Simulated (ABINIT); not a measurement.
Records of electronic-structure calculations.

### Quasiparticle gap of NaLiICl (P4/mmm) in ABINIT

Symmetry: P4/mmm, No. 123, tetragonal system. The conventional cell has a = 4.092 Å, b = 4.092 Å, c = 6.215 Å, α = 90.00°, β = 90.00°, γ = 90.00°. Na has 4 Cl at 2.89 Å and 2 I at 3.11 Å nearest. Nearest to Li lie 4 I at 2.89 Å. Nearest to I lie 4 Li at 2.89 Å and 2 Na at 3.11 Å. Cl has 4 Na at 2.89 Å nearest. Farther neighbours and most contacts between anions are not listed.

```xyz
4
Lattice="4.0916 0.0000 0.0000 0.0000 4.0916 0.0000 0.0000 0.0000 6.2153" Properties=species:S:1:pos:R:3 pbc="T T T"
Na    2.0458    2.0458    3.1077
Li    0.0000    0.0000    0.0000
I     2.0458    2.0458    0.0000
Cl    0.0000    0.0000    3.1077
```

* method: RPA screening on PBEsol with spin-orbit coupling, plane waves, norm-conserving pseudopotentials (and 2 further levels or steps)
* program: ABINIT 10.8.3
* settings of one run: cutoff 38 Ha, PseudoDojo fully relativistic 0.4 standard, norm-conserving, ngkpt (2, 2, 2), nband 128, ecuteps 3.6 Ha, shiftk (0, 0, 0), symchi 1, awtr 1, frequency ppm, 2×2×2 k-mesh
* cost: 5 runs, 29 min in all on 4 MPI ranks of AMD EPYC 7571, shared host (the runs of this entry)
* notes: The program’s warnings: Neglecting <n,k|[Vnl,iqr]|m,k> and nkpt*nsppol () is not a multiple of nproc spkpt (). The cell and positions are those that the Materials Project relaxed with its own functionals (PBE, PBE+U or r2SCAN), kept fixed. Limits: screening head approximate. Only 2 of the mesh’s irreducible points were corrected, so a valley elsewhere could overtake. Bands and cutoff are finite, so the gap is not at the basis limit. The miss can reach some tenths of an eV and take either sign; the mesh is an error of its own. The 2×2×2 mesh is coarse for this cell, which bears on the long-range parts of exchange and screening.
* PBEsol gap: 3.90 eV, indirect
* G0W0 gap on the mesh: 5.84 eV
* GW settings: 2×2×2 mesh, 128 bands, screening to 98 eV, Godby-Needs plasmon pole
* known limits: not at the basis limit; screening head approximate; coarse k mesh

G0W0 moves the gap on the mesh from 3.90 eV to 5.84 eV (+1.94 eV), with Z of 0.82 and 0.85 at the edges. Local fields lower the RPA ε∞ on this mesh from 4.27 to 3.59; a Γ-centred mesh this coarse tends to raise both, most where the direct gap is narrow, while a short band sum lowers them.

[Paths, hosts, dates, memory and timing lines, banners, echoed tables and standing remarks are left out of the program output.]

[Logs are printed without paths, hosts, clocks, repeated set-up lines and the standing remarks that a program may print on its own settings, such as how far it seeks lower states.]

[Runs of the session that timed out or met a known fault of the program may be left out.]

[Hosts, paths, dates, database ids (printed as entryN), source tags and the programs' standing remarks are cut or masked in the printed files.]

[G0W0 gaps are taken among the corrected bands and points alone; a level outside them can change the order at an edge.]

[Where Ansatz stands beside ABINIT at settings called matched, ABINIT's density can come from a denser mesh and the files from another edition; pairs whose starting gaps differed by over 0.03 eV were left out, so agreement reads better than it is.]
